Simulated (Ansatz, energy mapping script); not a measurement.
# Spin model of ScNiO2 in the infinite layer structure from collinear orders

How strongly do the moments of ScNiO2 in the infinite layer structure couple under PBEsol? The plan is to run several orders and fit a Heisenberg model.

Calculated with Ansatz 0.2.0; PBEsol; plane waves, collinear spin, no spin–orbit coupling.

Most raw output is cut from this account.

### 1. Starting point

Symmetry: P4/mmm, No. 123, tetragonal system. Conventional cell: a = 3.831 Å, b = 3.831 Å, c = 2.882 Å, α = 90.00°, β = 90.00°, γ = 90.00°. Nearest to Sc lie 8 O at 2.40 Å. Nearest to Ni lie 4 O at 1.92 Å. O has 2 Ni at 1.92 Å and 4 Sc at 2.40 Å nearest. infinite layer prototype, lattice guessed from radii. Farther neighbours and most contacts between anions are not listed.

This cell was built for the study (infinite layer prototype, lattice guessed from radii), not taken from an experiment; the compound need not form in this structure.

The cell was relaxed beforehand in Ansatz under PBE with U = 6 eV on Ni d, ortho-atomic projectors, from parallel moments.

A plain semilocal functional is the cheapest rung. It tends to spread open shells too far.

### 2. Parallel start in cell A (8 atoms)

The parallel order is the zero of energy for this cell and mesh.

File input.yaml:

```yaml
crystal:
  lattice:
    - [3.830613561, 0.0, 0.0]
    - [0.0, 3.830613561, 0.0]
    - [0.0, 0.0, 5.764666698]
  atoms:
    - { symbol: Sc, position: [0.5, 0.5, 0.25] }
    - { symbol: Sc, position: [0.5, 0.5, 0.75] }
    - { symbol: Ni, position: [0.0, 0.0, 0.0], spin: 2.0 }
    - { symbol: Ni, position: [0.0, 0.0, 0.5], spin: 2.0 }
    - { symbol: O, position: [0.5, 0.0, 0.0] }
    - { symbol: O, position: [0.5, 0.0, 0.5] }
    - { symbol: O, position: [0.0, 0.5, 0.0] }
    - { symbol: O, position: [0.0, 0.5, 0.5] }
magnetization:
  spin_polarized: true
kpoints:
  mp_grid: { grid: [10, 10, 6] }
hamiltonian:
  xc: pbesol
scf:
  occupations: { method: fermi_dirac, width: 0.05 }
output:
  eigenvalues: true
```

On the command line:

```sh
$ ansatz run input.yaml --threads 4 --pin off --max-ram 8192MiB --backend cpu --events-out ev --progress --plain --runs-dir out
```

Elapsed: 2.3 min, on 4 threads of Arm Neoverse V2, shared host; peak memory 2.2 GiB.

Spin moment in the sphere by atom:

```
atom  spin moment in the sphere (μB)
 Sc1                           0.000
 Sc2                           0.000
 Ni3                          -0.184
 Ni4                           0.184
  O5                          -0.012
  O6                           0.012
  O7                          -0.012
  O8                           0.012
```

The run ends antiferromagnetic, not as typed: a moment turned or collapsed in the SCF or in the program's search for a lower state.

### 3. Order 2: parallel, cell B of 8 atoms

A new cell needs its own zero of energy.

This run holds the same structure in another cell (a 3.831 → 2.882 Å, c 5.765 → 7.661 Å).

input.yaml, the sections that differ from step 2:

```yaml
crystal:
  lattice:
    - [0.0, 0.0, 2.882333349]
    - [3.830613561, 0.0, 0.0]
    - [0.0, 7.661227122, 0.0]
  atoms:
    - { symbol: Sc, position: [0.5, 0.5, 0.25] }
    - { symbol: Sc, position: [0.5, 0.5, 0.75] }
    - { symbol: Ni, position: [0.0, 0.0, 0.0], spin: 2.0 }
    - { symbol: Ni, position: [0.0, 0.0, 0.5], spin: 2.0 }
    - { symbol: O, position: [0.0, 0.5, 0.0] }
    - { symbol: O, position: [0.0, 0.5, 0.5] }
    - { symbol: O, position: [0.0, 0.0, 0.25] }
    - { symbol: O, position: [0.0, 0.0, 0.75] }
kpoints:
  mp_grid: { grid: [12, 10, 5] }
# magnetization, hamiltonian, scf, output: as in step 2
```

It took 63 s on 4 threads; peak memory 1 GiB; 3.9 min of CPU time.

Spin moment in the sphere by atom:

```
atom  spin moment in the sphere (μB)
 Sc1                         -0.0033
 Sc2                         -0.0033
 Ni3                          0.0759
 Ni4                          0.0759
  O5                          0.0046
  O6                          0.0046
  O7                          0.0046
  O8                          0.0046
```

The run ends weakly magnetic, not as typed: a moment turned or collapsed in the SCF or in the program's search for a lower state.

### 4. Run 3 (parallel; cell C, 8 atoms)

The parallel order again, as the reference for this cell.

This run holds the same structure in another cell (a 2.882 → 4.794 Å, b 3.831 → 4.794 Å, c 7.661 → 4.794 Å, α 90.0 → 106.1°, β 90.0 → 111.2°, γ 90.0 → 111.2°).

File input.yaml:

```yaml
crystal:
  lattice:
    - [3.830613561, 0.0, 2.882333349]
    - [0.0, -3.830613561, -2.882333349]
    - [0.0, 3.830613561, -2.882333349]
  atoms:
    - { symbol: Sc, position: [0.5, 0.25, 0.75] }
    - { symbol: Sc, position: [0.5, 0.75, 0.25] }
    - { symbol: Ni, position: [0.0, 0.5, 0.5], spin: 2.0 }
    - { symbol: Ni, position: [0.0, 0.0, 0.0], spin: 2.0 }
    - { symbol: O, position: [0.5, 0.75, 0.75] }
    - { symbol: O, position: [0.5, 0.25, 0.25] }
    - { symbol: O, position: [0.0, 0.25, 0.75] }
    - { symbol: O, position: [0.0, 0.75, 0.25] }
magnetization:
  spin_polarized: true
kpoints:
  mp_grid: { grid: [10, 10, 10] }
hamiltonian:
  xc: pbesol
scf:
  occupations: { method: fermi_dirac, width: 0.05 }
output:
  eigenvalues: true
```

It took 2.8 min on 4 threads; peak memory 2.6 GiB.

The run ends antiferromagnetic, not as typed: a moment turned or collapsed in the SCF or in the program's search for a lower state.

### 5. Run 4 (parallel; cell D, 8 atoms)

This run holds the same structure in another cell (a 4.794 → 2.882 Å, b 4.794 → 5.417 Å, c 4.794 → 5.417 Å, α 106.1 → 90.0°, β 111.2 → 90.0°, γ 111.2 → 90.0°).

File input.yaml:

```yaml
crystal:
  lattice:
    - [0.0, 0.0, -2.882333349]
    - [3.830613561, 3.830613561, 0.0]
    - [3.830613561, -3.830613561, 0.0]
  atoms:
    - { symbol: Sc, position: [0.5, 0.5, 0.0] }
    - { symbol: Sc, position: [0.5, 0.0, 0.5] }
    - { symbol: Ni, position: [0.0, 0.0, 0.0], spin: 2.0 }
    - { symbol: Ni, position: [0.0, 0.5, 0.5], spin: 2.0 }
    - { symbol: O, position: [0.0, 0.25, 0.25] }
    - { symbol: O, position: [0.0, 0.75, 0.75] }
    - { symbol: O, position: [0.0, 0.25, 0.75] }
    - { symbol: O, position: [0.0, 0.75, 0.25] }
magnetization:
  spin_polarized: true
kpoints:
  mp_grid: { grid: [12, 7, 7] }
hamiltonian:
  xc: pbesol
scf:
  occupations: { method: fermi_dirac, width: 0.05 }
output:
  eigenvalues: true
```

Run time: 98 s. Hardware: 4 threads; peak memory 1.9 GiB; 6.4 min of CPU time.

The run ends antiferromagnetic, not as typed: a moment turned or collapsed in the SCF or in the program's search for a lower state.

### 6. Run 5 (parallel; cell E, 8 atoms)

This run holds the same structure in another cell (a 2.882 → 3.831 Å, b 5.417 → 4.794 Å, c 5.417 → 4.794 Å, α 90.0 → 106.1°).

File input.yaml:

```yaml
crystal:
  lattice:
    - [3.830613561, 0.0, 0.0]
    - [0.0, 3.830613561, 2.882333349]
    - [0.0, -3.830613561, 2.882333349]
  atoms:
    - { symbol: Sc, position: [0.5, 0.5, 0.0] }
    - { symbol: Sc, position: [0.5, 0.0, 0.5] }
    - { symbol: Ni, position: [0.0, 0.0, 0.0], spin: 2.0 }
    - { symbol: Ni, position: [0.0, 0.5, 0.5], spin: 2.0 }
    - { symbol: O, position: [0.5, 0.0, 0.0] }
    - { symbol: O, position: [0.5, 0.5, 0.5] }
    - { symbol: O, position: [0.0, 0.25, 0.75] }
    - { symbol: O, position: [0.0, 0.75, 0.25] }
magnetization:
  spin_polarized: true
kpoints:
  mp_grid: { grid: [10, 8, 8] }
hamiltonian:
  xc: pbesol
scf:
  occupations: { method: fermi_dirac, width: 0.05 }
output:
  eigenvalues: true
```

The job ended after 71 s (4 threads; peak memory 1 GiB).

The run ends non-magnetic, not as typed: a moment turned or collapsed in the SCF or in the program's search for a lower state.

### 7. Mapping onto a Heisenberg model

Each energy difference is a sum of couplings weighted by the pairs that the order reverses. A few near shells are fitted to the differences by least squares. Energies are those extrapolated to zero occupation width, not the free energies F.

Energies from the parallel order of the same cell:

```
                                              order  atoms  energy (meV a magnetic atom)  moments (μB)  moments kept as typed
parallel in cell A (typed; ended antiferromagnetic)      8                             -          0.18                     no
  parallel in cell B (typed; ended weakly magnetic)      8                             -          0.08                     no
parallel in cell C (typed; ended antiferromagnetic)      8                             -          0.29                     no
parallel in cell D (typed; ended antiferromagnetic)      8                             -          0.43                     no
     parallel in cell E (typed; ended non-magnetic)      8                             -          0.00                     no
```

No pair of orders in one cell converged with its signs kept, so no coupling can be fitted.

### 8. Results

```json
{
  "couplings": "not obtained"
}
```

What this shows: Only parallel starts were run, since none kept its moments as typed; they end antiferromagnetic, weakly magnetic and non-magnetic.

[Logs and program files are shortened in this print: banners, set-up blocks, solver, clock and traceback lines can be left out without a mark of their own.]

[Logs are printed without paths, hosts, clocks, repeated set-up lines and the standing remarks that a program may print on its own settings, such as how far it seeks lower states.]

[Hosts, paths, dates, database ids (printed as entryN), source tags and the programs' standing remarks are cut or masked in the printed files.]

[Where a cell is said to come from a database of computed structures, the database is the Materials Project.]
